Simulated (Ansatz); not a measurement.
# The 1T-PtS2 bilayer (AA) under a gate, part 2 of 2

Aim: charge, voltage and capacitance of the 1T-PtS2 bilayer (AA) in a field-effect set-up.

Ansatz 0.2.0; plane-wave DFT, PBE-D3(BJ), Ansatz PAW.

So far. Step 10 (Gated layer, added electrons -6×10¹³ per cm²): Against the uncharged case this takes -4.93 V.

## (11) Gated layer, added electrons -10×10¹³ per cm²

input.yaml

```yaml
crystal:
  lattice:
    - [3.5601269794, 0.0, 0.0]
    - [-1.7800634897, 3.0831604048, 0.0]
    - [0.0, 0.0, 44.2294033014]
  atoms:
    - { symbol: S, position: [0.6666666667, 0.3333333333, 0.4182737866] }
    - { symbol: Pt, position: [0.0, 0.0, 0.4463458231] }
    - { symbol: S, position: [0.3333333333, 0.6666666667, 0.4737001844] }
    - { symbol: S, position: [0.6666666667, 0.3333333333, 0.5262998156] }
    - { symbol: Pt, position: [0.0, 0.0, 0.5536541769] }
    - { symbol: S, position: [0.3333333333, 0.6666666667, 0.5817262134] }
  periodic: [true, true, false]
  symmetry: { detect: true }
total_charge: 0.109764
kpoints:
  mp_grid: { grid: [48, 48, 1] }
  band_path:
    path: [[0, 0, 0], [0.5, 0, 0], [0.33333333, 0.33333333, 0], [0, 0, 0]]
    npoints: 16
hamiltonian:
  xc: pbe
  dispersion: d3bj
scf:
  occupations: { method: fermi_dirac, width: 0.02585 }
  convergence: { dr2_threshold: 1.0e-10 }
output:
  forces: true
  eigenvalues: true
  dos: { projected: true, e_range: [-3, 3], de: 0.01 }
  write_potential: true
  write_density: true
  volumetric_format: npy
  elf: true
external_charges:
  - { charge: 0, barrier: 10, axis: 3, height: 29.229, sigma: 0.25 }
  - { charge: -0.109764, axis: 3, height: 30.729, sigma: 0.5 }
```

On the command line:

```bash
$ ansatz run input.yaml --threads 4 --pin off --max-ram 16384MiB --backend cpu --events-out ev --progress --plain --runs-dir out
```

The job ended after 3.8 min (4 threads of Arm Neoverse V1, shared host; peak memory 2.6 GiB).

The density of states has structure finer than the step of the table below, so its rows give means over 0.2 eV. Peaks (eV: height): -2.80: 17.6, -1.90: 8.72, -1.50: 14.6, -1.26: 9.13, -1.14: 14.6, -0.91: 7.89, 1.78: 10.8.

Table of density of states by energy, zero at the Fermi level; means over each step:

```tsv
energy (eV)	density of states (states/eV a cell)
-2.8	9.76
-2.6	5.10
-2.4	3.71
-2.2	4.56
-2.0	4.97
-1.8	5.71
-1.6	5.96
-1.4	6.58
-1.2	7.49
-1.0	4.05
-0.8	3.46
-0.6	2.20
-0.4	1.32
-0.2	0.660
0.0	0.952
0.2	0
0.4	0
0.6	0
0.8	0.329
1.0	4.71
1.2	2.96
1.4	5.02
1.6	5.30
1.8	6.78
```

Against the uncharged case this takes -8.03 V.

## (12) The series together

This step: plane-wave DFT, PBE-D3(BJ), Ansatz PAW; charging by gates (Ansatz 0.2.0).

The potential behind each gate is read from every run and counted from the uncharged case.

Voltage on the gate against the layer's Fermi level, from the uncharged case. The gate voltage by added electrons:

```tsv
added electrons (10¹³ per cm²)	gate voltage (V)
-10.00	-8.03
-6.00	-4.93
-3.00	-2.63
-1.00	-1.09
0.00	0
1.00	1.08
3.00	2.57
6.00	4.74
10.00	7.52
```

Charge step over voltage step between neighbouring densities. The total capacitance by added electrons:

```tsv
added electrons (10¹³ per cm²)	total capacitance (µF/cm²)
-8.00	2.07
-4.50	2.09
-2.00	2.08
-0.50	1.47
0.50	1.48
2.00	2.15
4.50	2.22
8.00	2.30
```

Work function of the face away from the gate. Table of work function of the far face by added electrons:

```tsv
added electrons (1e13 /cm²)	work function of the far face (eV)
-10.00	5.46
-6.00	5.46
-3.00	5.46
-1.00	5.45
0.00	5.12
1.00	4.79
3.00	4.80
6.00	4.82
10.00	4.86
```

By hand: 10¹³ electrons per cm² are 0.001 e/Å², which by Gauss's law end a field of 0.181 V/Å. At 10×10¹³ holes per cm² the field towards a gate is 1.810 V/Å, which over the 5 Å from the outer atoms would drop 9.05 V; the run needs 8.03 V.

## (13) The same run with other settings

This step: plane-wave DFT, PBE-D3(BJ), Ansatz PAW (Ansatz 0.2.0).

A run with a changed input: it repeats the earlier run at 1 × 10¹³ added electrons per cm² with kpoints.mp_grid.grid from [48, 48, 1] to [60, 60, 1], accuracy to low and kpoints.mp_grid.shift to [0.5, 0.5, 0.0]; its output block differs too.

input.yaml, the sections that differ from step 11:

```yaml
total_charge: -0.010976
kpoints:
  mp_grid: { grid: [60, 60, 1], shift: [0.5, 0.5, 0.0] }
output:
  forces: true
  eigenvalues: true
  write_potential: true
  write_density: true
  volumetric_format: npy
external_charges:
  - { charge: 0, barrier: 10, axis: 3, height: 29.229, sigma: 0.25 }
  - { charge: 0.010976, axis: 3, height: 30.729, sigma: 0.5 }
accuracy: low
# crystal, hamiltonian, scf: as in step 11
```

Run time: 16 min. Hardware: 4 threads; peak memory 9.2 GiB.

```tsv
quantity	this run	earlier run	difference
potential beyond the upper barrier and gate, less the barrier, from the Fermi level (eV)	4.015	4.015	0
```

Nothing in the table moves by 0.01 in its unit. The run took 16 SCF cycles against 17.

The change did no harm here.

## (14) A changed input: basis.ecutwfc = "600 eV"

Another changed input: it repeats the earlier run at 1 × 10¹³ added electrons per cm² with basis.ecutwfc to 600 eV; its output block differs too.

input.yaml, as its differences from that of step 13:

```diff
@@ -16,3 +16,3 @@
 kpoints:
-  mp_grid: { grid: [60, 60, 1], shift: [0.5, 0.5, 0.0] }
+  mp_grid: { grid: [48, 48, 1] }
 hamiltonian:
@@ -32,2 +32,3 @@
   - { charge: 0.010976, axis: 3, height: 30.729, sigma: 0.5 }
-accuracy: low
+basis:
+  ecutwfc: "600 eV"
```

Elapsed: 6.3 min, on 4 threads; peak memory 4.3 GiB; 25 min of CPU time.

Numbers from this step:

```
energy at zero smearing                                                             : -28658.5629 eV
potential beyond the upper barrier and gate, less the barrier, from the Fermi level : 4.015 eV
```

```tsv
quantity	this run	earlier run	difference
potential beyond the upper barrier and gate, less the barrier, from the Fermi level (eV)	4.015	4.015	-2.6e-4
```

Nothing in the table moves by 0.01 in its unit. The run took 16 SCF cycles against 17.

## (15) What came out

| Item | Value |
| --- | --- |
| gap with uncharged gates | 0.759 eV |
| gate voltage at 10×10¹³ holes per cm² | -8.03 V |
| gate voltage at 10×10¹³ electrons per cm² | +7.52 V |
| total capacitance near 8×10¹³ holes per cm² | 2.07 µF/cm² |

Putting 10×10¹³ holes per cm² on the layer takes -8.03 V on the gate; how far the Fermi level moves against the bands is taken for single layers without spin and with an even electron count alone. Between the first holes and the first electrons the voltage runs over 2.17 V: the drop across the plates for that charge, plus the way of the Fermi level through the region of the 0.76 eV gap. The zero of the voltage lies where the smearing puts the uncharged Fermi level. Plates 5 Å apart would give 1.77 µF/cm² in vacuum; the computed total runs from 1.5 to 2.30 µF/cm². A value over that of the plates means that the screening charge has its centre outside the outer atoms; a low density of states works the other way. Few carriers sample few k-points, so the slopes at the lowest densities depend on the mesh and on the temperature. The gates are charged sheets behind model barriers, not atoms. Spin-orbit coupling is left out, which matters for the bands of elements this heavy.

[Long decimals in the printed logs are rounded to 6 places.]

[Logs are printed without paths, hosts, clocks, repeated set-up lines and the standing remarks that a program may print on its own settings, such as how far it seeks lower states.]

[Hosts, paths, dates, database ids (printed as entryN), source tags and the programs' standing remarks are cut or masked in the printed files.]

[Maps of the electrostatic potential energy from Ansatz leave out the sawtooth potential of an applied field or a dipole correction, so their vacuum need not be flat; planar profiles and work functions include it.]

[The density of states shown here was stored with 400 of the rows of the run's finer table, so its peaks can read low, often by over a quarter, or be missed, and its means over a window can be off by a tenth or more.]
